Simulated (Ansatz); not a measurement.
# Lattice dynamics of CsHfI3 (built on the sites of a database entry of CsSnBr3)

How does CsHfI3 (built on the sites of a database entry of CsSnBr3) vibrate, and is this structure a minimum?

Method: DFT PBE, scalar-relativistic, plane waves, norm-conserving pseudopotentials, in Ansatz 0.2.0.

This is a report of a sequence of runs, with most program output left out.

The structure was built from a prototype and need not be the compound's stable phase.

### Step 1. Set-up

It takes space group Pm-3m (No. 221, cubic). The conventional cell has a = 6.194 Å, b = 6.194 Å, c = 6.194 Å, α = 90.00°, β = 90.00°, γ = 90.00°. Nearest to Cs lie 12 I at 4.38 Å. Nearest to Hf lie 6 I at 3.10 Å. Nearest to I lie 2 Hf at 3.10 Å and 4 Cs at 4.38 Å. Farther neighbours and most contacts between anions are not listed.

### Step 2. Bringing the structure to rest

Harmonic phonons are second derivatives at a point where the forces vanish, and they are wanted at zero stress, so atoms and cell are relaxed first.

input.yaml reads:

```yaml
crystal:
  lattice:
    - [6.1939, 0.0, 0.0]
    - [0.0, 6.1939, 0.0]
    - [0.0, 0.0, 6.1939]
  atoms:
    - { symbol: Cs, position: [0.0, 0.0, 0.0] }
    - { symbol: Hf, position: [0.5, 0.5, 0.5] }
    - { symbol: I, position: [0.5, 0.0, 0.5] }
    - { symbol: I, position: [0.5, 0.5, 0.0] }
    - { symbol: I, position: [0.0, 0.5, 0.5] }
kpoints:
  mp_grid: { grid: [6, 6, 6] }
hamiltonian:
  xc: pbe
  pseudopotentials: { kind: nc }
scf:
  occupations: { method: gaussian, width: 0.1 }
output:
  forces: true
  stress: true
  eigenvalues: true
relax:
  adjacent_minimum: "off"
  f_tol: 0.005
  max_steps: 80
  cell: { stress_tol: 0.05 }
```

Launch:

```console
$ ansatz run input.yaml --threads 8 --pin off --max-ram 14336MiB --backend cpu --events-out ev --progress --plain --runs-dir out
```

Elapsed: 43 s, on 8 threads of Arm Neoverse V1, shared host; peak memory 2.3 GiB; 5.5 min of CPU time.

Relaxation path:

```tsv
step	energy less that of the first step (eV)	largest force component (eV/Å)	pressure (GPa)	volume (Å³)
1	0.0000	0.0000	-2.48	237.63
2	-0.2146	0.0000	-1.67	221.40
3	-0.3271	0.0000	0.76	194.11
4	-0.3392	0.0000	-0.20	201.91
5	-0.3405	0.0000	0.01	199.99
6*	-0.3391	0.0000	0.01	199.99
```

Relaxation steps marked * repeat the geometry before them on a plane-wave basis chosen anew for their cell, so energy and pressure can jump there.

The run keeps the 48 symmetry operations that it works with, so distortions that break them were not tested.

```tsv
conventional cell, symmetrised	before	after	change
a (Å)	6.194	5.848	-5.6 %
b (Å)	6.194	5.848	-5.6 %
c (Å)	6.194	5.848	-5.6 %
volume (Å³/atom)	47.53	40.00	-15.8 %
```

The relaxed structure:

```
Cs Hf I
1.0
     5.84793    0.00000    0.00000
     0.00000    5.84793    0.00000
     0.00000    0.00000    5.84793
Cs Hf I
1 1 3
Cartesian
  0.0000 0.0000 0.0000
  2.9240 2.9240 2.9240
  2.9240 0.0000 2.9240
  2.9240 2.9240 0.0000
  0.0000 2.9240 2.9240
```

This step gave:

```yaml
pressure: 0.006893 GPa
volume_per_atom: 40.00 Å³
gap_on_the_k_mesh: 0 eV
```

In this step the volume went from 47.53 to 40.00 Å³/atom.

### Step 3. Relaxation

The relaxation is repeated from its end on the same settings, as a check that it has come to rest.

Edit input.yaml of step 2 so:

```diff
@@ -2,5 +2,5 @@
   lattice:
-    - [6.1939, 0.0, 0.0]
-    - [0.0, 6.1939, 0.0]
-    - [0.0, 0.0, 6.1939]
+    - [5.8479260864, 0.0, 0.0]
+    - [0.0, 5.8479260864, 0.0]
+    - [0.0, 0.0, 5.8479260864]
   atoms:
```

It took 15 s on 8 threads; peak memory 2.1 GiB; 1.9 min of CPU time.

Little changed from the start: no atom moved by 0.005 Å and no cell edge by 0.1 %.

Numbers from this step:

```yaml
pressure: 0.006888 GPa
```

In this step the volume went from 40.00 to 40.00 Å³/atom.

### Step 4. Tight relaxation

Phonons need a cell at rest on their own settings, so the relaxation is repeated with tight tolerances on forces and stress, using the mesh and the filling of the phonon run that follows.

input.yaml, the sections that differ from step 3:

```yaml
scf:
  occupations: { method: methfessel_paxton, width: 0.2 }
output:
  forces: true
  stress: true
  eigenvalues: true
  write_density: true
  write_potential: true
  elf: true
  volumetric_format: npy
relax:
  adjacent_minimum: "off"
  f_tol: 0.001
  max_steps: 60
  cell: { stress_tol: 0.01 }
# crystal, kpoints, hamiltonian: as in step 3
```

It took 29 s on 8 threads; peak memory 2.1 GiB; 3.7 min of CPU time.

Little changed from the start: no atom moved by 0.005 Å and no cell edge by 0.1 %.

This step gave:

```yaml
pressure: 4.78e-5 GPa
volume_per_atom: 39.94 Å³
```

ELF in the ac plane at fractional y = 0.500, with atoms of Hf and I within 0.2 Å of it. It is the smooth field of the valence electrons, not physical close to the nuclei.

Ten even steps from '0' (0.00) to '9' (0.88), each cell a mean:
```
0015898105997300
0002799768985100
3201378999852013
8631135555421257
9974211111112589
9996312333114899
3798314545315985
0388315104315960
0498314315315971
7997313454215898
9985211111113799
9852123333321378
5411257888641125
1001589989973001
0004899437996200
0015997003998300
```
Columns run along a (5.8 Å), rows up along c (5.8 Å). Atoms in or near the plane, at fractional coordinates: Hf at (0.50, 0.50), I at (0.50, 0.00), I at (0.00, 0.50).

Electrostatic potential energy in the ac plane at fractional y = 0.500, with atoms of Hf and I within 0.2 Å of it. With pseudopotentials it is smooth inside the atoms' cores, unlike the true potential.

Ten even steps from '_' (-98 eV) to '@' (10 eV), each cell a mean:
```
@@@@@@@@@@%%++::..--##@@@@@@@@@@
@@@@@@@@@@@@##++++**%%@@@@@@@@@@
@@@@@@@@@@@@@@%%%%%%@@@@@@@@@@@@
@@@@@@@@@@@@@@@@@@@@@@@@@@@@@@@@
@@@@@@@@@@@@@@%%%%@@@@@@@@@@@@@@
**##@@@@@@@@%%****##%%@@@@@@%%##
::==##@@@@%%**..__--##@@@@%%**--
__::**%%@@%%--______**%%@@%%++..
..--##@@@@%%==____..**%%@@%%++::
++**%%@@@@%%##==--**%%@@@@@@##++
%%%%@@@@@@@@%%%%%%%%@@@@@@@@@@%%
@@@@@@@@@@@@@@@@@@@@@@@@@@@@@@@@
@@@@@@@@@@@@@@@@%%@@@@@@@@@@@@@@
@@@@@@@@@@@@%%##**##@@@@@@@@@@@@
@@@@@@@@@@%%**--::==##@@@@@@@@@@
@@@@@@@@@@%%++..__::**@@@@@@@@@@
```
Columns run along a (5.8 Å; values clipped at the 3rd and 97th percentile), rows up along c (5.8 Å). Atoms in or near the plane, at fractional coordinates: Hf at (0.50, 0.50), I at (0.50, 0.00), I at (0.00, 0.50).

Valence density in the ac plane at fractional y = 0.500, with atoms of Hf and I within 0.2 Å of it. It is the smooth field of the valence electrons, not physical close to the nuclei.

Ten steps, logarithmic in the rise over the least value, from '0' (0 e/Å³) to '9' (14 e/Å³), each cell a mean:
```
0000133213321000
0000123333321000
0000112333210000
1100012222110011
2211111222111122
3322113664211233
2332237998422333
0233238969622331
1332238999622332
3332125887312233
3321112333111123
2110011222110111
0000012232210000
0000123333210000
0000133323321000
0000233102321000
```
Columns run along a (5.8 Å), rows up along c (5.8 Å). Atoms in or near the plane, at fractional coordinates: Hf at (0.50, 0.50), I at (0.50, 0.00), I at (0.00, 0.50).

The forces vanish by symmetry and the pressure is 0.000 GPa, within the tolerances set. The cell now holds 39.94 Å³/atom.

### Step 5. Modes at Γ

The zone centre comes first: it holds the modes that light can see, as far as symmetry allows. No field response is asked, since the mesh shows no gap.

input.yaml, the sections that differ from step 4:

```yaml
crystal:
  lattice:
    - [5.8448919929, 0.0, 0.0]
    - [0.0, 5.8448919929, 0.0]
    - [0.0, 0.0, 5.8448919929]
  atoms:
    - { symbol: Cs, position: [0.0, 0.0, 0.0] }
    - { symbol: Hf, position: [0.5, 0.5, 0.5] }
    - { symbol: I, position: [0.5, 0.0, 0.5] }
    - { symbol: I, position: [0.5, 0.5, 0.0] }
    - { symbol: I, position: [0.0, 0.5, 0.5] }
output:
  eigenvalues: true
phonons:
  method: dfpt
# kpoints, hamiltonian, scf: as in step 4
# relax: removed
```

Wall time 2.8 min (8 threads); peak memory 8.1 GiB.

Numbers from this step:

```yaml
sum_rule_residual_before_enforcement: 1.69e-4 eV/Å²
point_group: m-3m
highest_optical_mode_at_the_zone_centre_no_lo_to_term: 141.9 cm⁻¹
lowest_optical_zone_centre_mode: 31.45 cm⁻¹
```

Patterns of degenerate modes are one choice out of their space. Modes at Γ, with each element's share of the kinetic energy:

```tsv
mode	frequency (cm⁻¹)	symmetry	Cs %	Hf %	I %
1	0.0	acoustic	19	26	55
2	0.0	acoustic	19	26	55
3	0.0	acoustic	19	26	55
4	31.4	T1u	70	19	10
5	31.4	T1u	70	19	10
6	31.4	T1u	70	19	10
7	40.4	T2u	0	0	100
8	40.4	T2u	0	0	100
9	40.4	T2u	0	0	100
10	55.5	T1u	10	22	68
11	55.5	T1u	10	22	68
12	55.5	T1u	10	22	68
13	141.9	T1u	0	33	67
14	141.9	T1u	0	33	67
15	141.9	T1u	0	33	67
```

Displacements in mode 5 (31.4 cm⁻¹), the largest set to 1:
```
Cs1  1.00 -0.02 -0.19
Hf2 -0.45  0.01  0.08
I3  -0.01  0.01  0.00
I4  -0.01  0.00  0.07
I5  -0.39  0.00  0.00
```

Displacements in mode 12 (55.5 cm⁻¹), the largest set to 1:
```
Cs1 -0.57  0.03 -0.01
Hf2 -0.71  0.04 -0.02
I3   1.00  0.02  0.02
I4   1.00 -0.05 -0.01
I5  -0.41 -0.05  0.02
```

Before it was imposed, the acoustic sum rule was missed by 1.7e-4 eV/Å². Small misses are needed for a sound result but don't prove that mesh and cutoff are converged. The lowest optical mode is real, 31.4 cm⁻¹.

### Step 6. Response at finite wavevector

Stability and thermal properties need the whole zone. Linear response on a 2×2×2 q mesh gives force constants as far as a supercell of that size would.

Edit input.yaml of step 5 so:

```diff
@@ -22 +22,8 @@
   method: dfpt
+  qmesh: [2, 2, 2]
+  temperatures: { t_max: 1000, t_step: 50 }
+  qpath:
+    path:
+      - [[0.0, 0.0, 0.0], [0.0, 0.5, 0.0], [0.5, 0.5, 0.0], [0.0, 0.0, 0.0], [0.5, 0.5, 0.5], [0.0, 0.5, 0.0]]
+      - [[0.5, 0.5, 0.5], [0.5, 0.5, 0.0]]
+    npoints: 10
```

Run time: 17 min. Hardware: 8 threads; peak memory 5.9 GiB; 2.1 h of CPU time.

This step gave:

```yaml
sum_rule_residual_before_enforcement: 3.91e-4 eV/Å²
lowest_frequency_on_the_path: 0 cm⁻¹
highest_frequency_on_the_path_or_at_a_solved_wavevector: 142.5 cm⁻¹
mean_frequency: 60.4 cm⁻¹
debye_temperature_second_moment: 133 K
logarithmic_mean_frequency: 51.1 cm⁻¹
lowest_optical_zone_centre_mode: 31.47 cm⁻¹
lowest_mode_on_the_q_mesh_acoustic_modes_at_gamma_apart: 17.18 cm⁻¹
zero_point_energy_per_atom: 11.23 meV
heat_capacity_at_300_k: 24.7 J/(mol atoms K)
vibrational_entropy_at_300_k: 60.15 J/(mol atoms K)
edges_of_the_widest_gap_between_branches_on_path_and_mesh: 67.2, 127 cm⁻¹
```

Frequencies (cm⁻¹) solved at each irreducible wavevector; negative means imaginary. Frequencies by wavevector, by row:

```tsv
q in reciprocal lattice units	star	mode 1	mode 2	mode 3	mode 4	mode 13	mode 14	mode 15
0 0 0	1	0	0	0	31.5	141.9	141.9	141.9
0 0 -0.5	3	27.9	27.9	28.2	28.2	130.2	136.5	136.5
0 -0.5 -0.5	3	18.1	32.3	33.5	33.5	127	130.8	136.7
-0.5 -0.5 -0.5	1	17.2	17.2	17.2	31.1	128.7	128.7	142.5
```

Interpolated from a 2×2×2 q mesh. The phonon branches at the labelled points (cm⁻¹):

```tsv
point	branch 1	branch 2	branch 3	branch 4	branch 12	branch 13	branch 14	branch 15
Γ	0	0	0	32	56	142	142	142
halfway	17	17	31	32	55	136	139	139
X	28	28	28	28	57	130	136	136
halfway	26	30	34	35	62	129	134	135
M	18	32	34	34	67	127	131	137
halfway	24	25	34	35	58	133	136	136
Γ	0	0	0	32	56	142	142	142
halfway	26	26	31	34	59	131	131	137
R	17	17	17	31	67	129	129	142
halfway	26	27	32	32	62	128	130	137
X	28	28	28	28	57	130	136	136
jump to R	17	17	17	31	67	129	129	142
halfway	18	28	28	32	67	128	128	139
M	18	32	34	34	67	127	131	137
```

Tetrahedra on a 12×12×12 mesh, mean over bins of 2 cm-1. Interpolated from a 2×2×2 q mesh. The phonon density of states by wavenumber; read off at these points:

```tsv
wavenumber (cm⁻¹)	phonon density of states (1/cm⁻¹/cell)
1.0	4.0e-5
7.0	0.00175
15.0	0.0135
21.0	0.101
27.0	0.246
29.0	0.178
33.0	0.621
35.0	0.449
41.0	0.173
49.0	0.345
53.0	0.525
55.0	0.365
61.0	0.127
69.0	0
75.0	0
83.0	0
89.0	0
95.0	0
103.0	0
109.0	0
115.0	0
123.0	0
129.0	0.309
137.0	0.401
143.0	5.8e-4
```

The partial phonon density of states has structure finer than the step of the table below, so its rows give means over 5 cm⁻¹, whole bins alone (the curve runs from -10 to 156 cm⁻¹). Peaks (cm⁻¹: height): Cs 33.9: 0.285; Hf 51.7: 0.249, 136.3: 0.0488; I 53.7: 0.209, 130.0: 0.184, 136.3: 0.203.

Phonopy on the run's constants, 9x9x9 mesh, Gaussian sigma 2.0 cm-1. Interpolated from a 2×2×2 q mesh. Partial phonon density of states against wavenumber; means over each step; values in 1/cm⁻¹/cell:

```tsv
wavenumber (cm⁻¹)	Cs	Hf	I
-5	1.8e-5	2.4e-5	5.3e-5
0	1.2e-4	1.7e-4	3.5e-4
5	2.8e-4	3.3e-4	7.2e-4
10	0.00108	0.00112	0.00257
15	0.00427	0.00281	0.0155
20	0.0172	0.00568	0.0676
25	0.0702	0.00760	0.114
30	0.174	0.0154	0.111
35	0.222	0.0316	0.145
40	0.0569	0.0218	0.139
45	0.0178	0.0533	0.136
50	0.0120	0.201	0.147
55	0.0148	0.144	0.190
60	0.00611	0.0158	0.133
65	0.00278	3.2e-4	0.0835
70	4.0e-4	9.0e-7	0.0122
75	1.5e-6	0	5.4e-5
80	0	0	0
85	0	0	0
90	0	0	0
95	0	0	0
100	0	0	0
105	0	0	0
110	0	0	0
115	0	0	0
120	0	1.7e-5	4.2e-4
125	6.0e-7	0.00367	0.0504
130	9.6e-6	0.0252	0.168
135	9.8e-6	0.0434	0.177
140	9.0e-7	0.0239	0.0997
145	0	0.00154	0.00618
150	0	3.4e-6	1.9e-5
```

Harmonic thermodynamic functions per atom, from the density of states. Interpolated from a 2×2×2 q mesh. Thermodynamic functions, by row:

```tsv
T (K)	F_vib (meV/atom)	S (J/mol-atom/K)	C_V (J/mol-atom/K)
0	11.23	0	0
50	7.08	18.86	19.2
100	-6.85	33.66	23
200	-51.21	50.19	24.41
300	-108.7	60.15	24.7
400	-174.9	67.27	24.8
500	-247.6	72.81	24.85
600	-325.5	77.35	24.88
700	-407.7	81.18	24.9
800	-493.6	84.51	24.91
900	-582.8	87.44	24.91
1000	-674.8	90.07	24.92
```

Harmonic mean-square displacement, third of the trace. Interpolated from a 2×2×2 q mesh. Mean square displacements, by row:

```tsv
T (K)	Cs1 U_eq (Å²)	Hf2 U_eq (Å²)	I3 U_eq (Å²)	I4 U_eq (Å²)	I5 U_eq (Å²)
0	0.00393	0.00184	0.00275	0.00275	0.00275
100	0.01816	0.00621	0.01098	0.01098	0.01098
300	0.05367	0.01803	0.0321	0.0321	0.0321
600	0.1072	0.03595	0.06405	0.06405	0.06405
```

Symmetry leaves 4 wavevectors to solve. The lowest mode among them, the acoustic zeros apart, lies at q = (-0.5, -0.5, -0.5) and is real, 17.2 cm⁻¹.

### Step 7. Another isotope

An isotope changes the mass and not the force constants, so no new electronic calculation is needed; the shifts show which modes move this element.

The same force constants with the mass of Hf changed from 178.486 to 173.940 u (phonopy, no LO-TO term). Both lists are sorted by frequency; levels can cross, so a row need not hold one and the same mode. Modes under 3 cm⁻¹ are left out. Isotope shifts, by row, the first 40 of 57 rows:

```tsv
q	rank	natural mass (cm⁻¹)	changed mass (cm⁻¹)
0 0 0	4	31.47	31.55
0 0 0	5	31.47	31.55
0 0 0	6	31.47	31.55
0 0 0	7	40.41	40.41
0 0 0	8	40.41	40.41
0 0 0	9	40.41	40.41
0 0 0	10	55.5	55.66
0 0 0	11	55.5	55.66
0 0 0	12	55.5	55.66
0 0 0	13	141.9	142.5
0 0 0	14	141.9	142.5
0 0 0	15	141.9	142.5
0 0 -0.5	1	27.92	27.92
0 0 -0.5	2	27.92	27.92
0 0 -0.5	3	28.22	28.34
0 0 -0.5	4	28.22	28.34
0 0 -0.5	5	39.15	39.15
0 0 -0.5	6	42.5	42.5
0 0 -0.5	7	48.91	48.91
0 0 -0.5	8	48.91	48.91
0 0 -0.5	9	50.61	50.63
0 0 -0.5	10	50.82	51.04
0 0 -0.5	11	50.82	51.04
0 0 -0.5	12	57.07	57.78
0 0 -0.5	13	130.2	130.2
0 0 -0.5	14	136.5	137.1
0 0 -0.5	15	136.5	137.1
0 -0.5 -0.5	1	18.07	18.07
0 -0.5 -0.5	2	32.29	32.29
0 -0.5 -0.5	3	33.46	33.47
0 -0.5 -0.5	4	33.46	33.47
0 -0.5 -0.5	5	45.16	45.55
0 -0.5 -0.5	6	46.56	46.56
0 -0.5 -0.5	7	46.56	46.56
0 -0.5 -0.5	8	47.38	47.42
0 -0.5 -0.5	9	47.38	47.42
0 -0.5 -0.5	10	52.82	53.46
0 -0.5 -0.5	11	52.82	53.46
0 -0.5 -0.5	12	66.69	66.69
0 -0.5 -0.5	13	127	127
```

A mode of this element alone would shift by +1.30 %. The highest zone-centre frequency without the field goes from 141.9 to 142.5 cm⁻¹ (+0.4 %). The product of the frequency ratios over all optical modes at Γ is 1.030; the product rule, (m/m′)^(3k/2) (M′/M)^(3/2) with k = 1 such atoms and M the mass of the cell, gives 1.029.

### Step 8. Results

```json
{
 "space group after relaxation (within 0.01 Å)": "Pm-3m",
 "volume per atom": "39.9 Å³",
 "electronic character": "no gap on this mesh",
 "highest optical mode at the zone centre (no LO-TO term)": "142 cm⁻¹",
 "lowest optical zone-centre mode": "31.4 cm⁻¹",
 "lowest mode on the q mesh (acoustic modes at Γ apart)": "17.2 cm⁻¹",
 "highest frequency on the path or at a solved wavevector": "142 cm⁻¹",
 "zero-point energy per atom": "11.2 meV",
 "heat capacity at 300 K": "24.7 J/(mol atoms K)",
 "vibrational entropy at 300 K": "60.2 J/(mol atoms K)",
 "Debye temperature (second moment)": "133 K",
 "imaginary modes on the 2×2×2 q mesh": "none"
}
```

**Reading.** The structure is a minimum as far as tested: no mode is imaginary at the 4 irreducible wavevectors of the 2×2×2 mesh, and the softest away from the acoustic zeros lies at 17 cm⁻¹. The optical modes at Γ span 31 to 142 cm⁻¹. The highest mode in this list at Γ, 141.9 cm⁻¹, has its largest share on I (67 % of the kinetic energy). On the path and the mesh, the widest gap between branches runs from 67 to 127 cm⁻¹. With no gap, or one that is small against the smearing, the frequencies hang on the k mesh and the smearing, most of all near Kohn anomalies. Spin-orbit coupling is left out, which can matter for the heavy elements here. A phonon run warned that its eigensolver left some bands unconverged in a pass. The starting cell was built on a prototype and not taken from a measurement, so the phase need not exist. These are harmonic frequencies at zero temperature: anharmonic shifts, linewidths and thermal expansion are left out.

[Logs are printed without paths, hosts, clocks, repeated set-up lines and the standing remarks that a program may print on its own settings, such as how far it seeks lower states.]

[Hosts, paths, dates, database ids (printed as entryN), source tags and the programs' standing remarks are cut or masked in the printed files.]
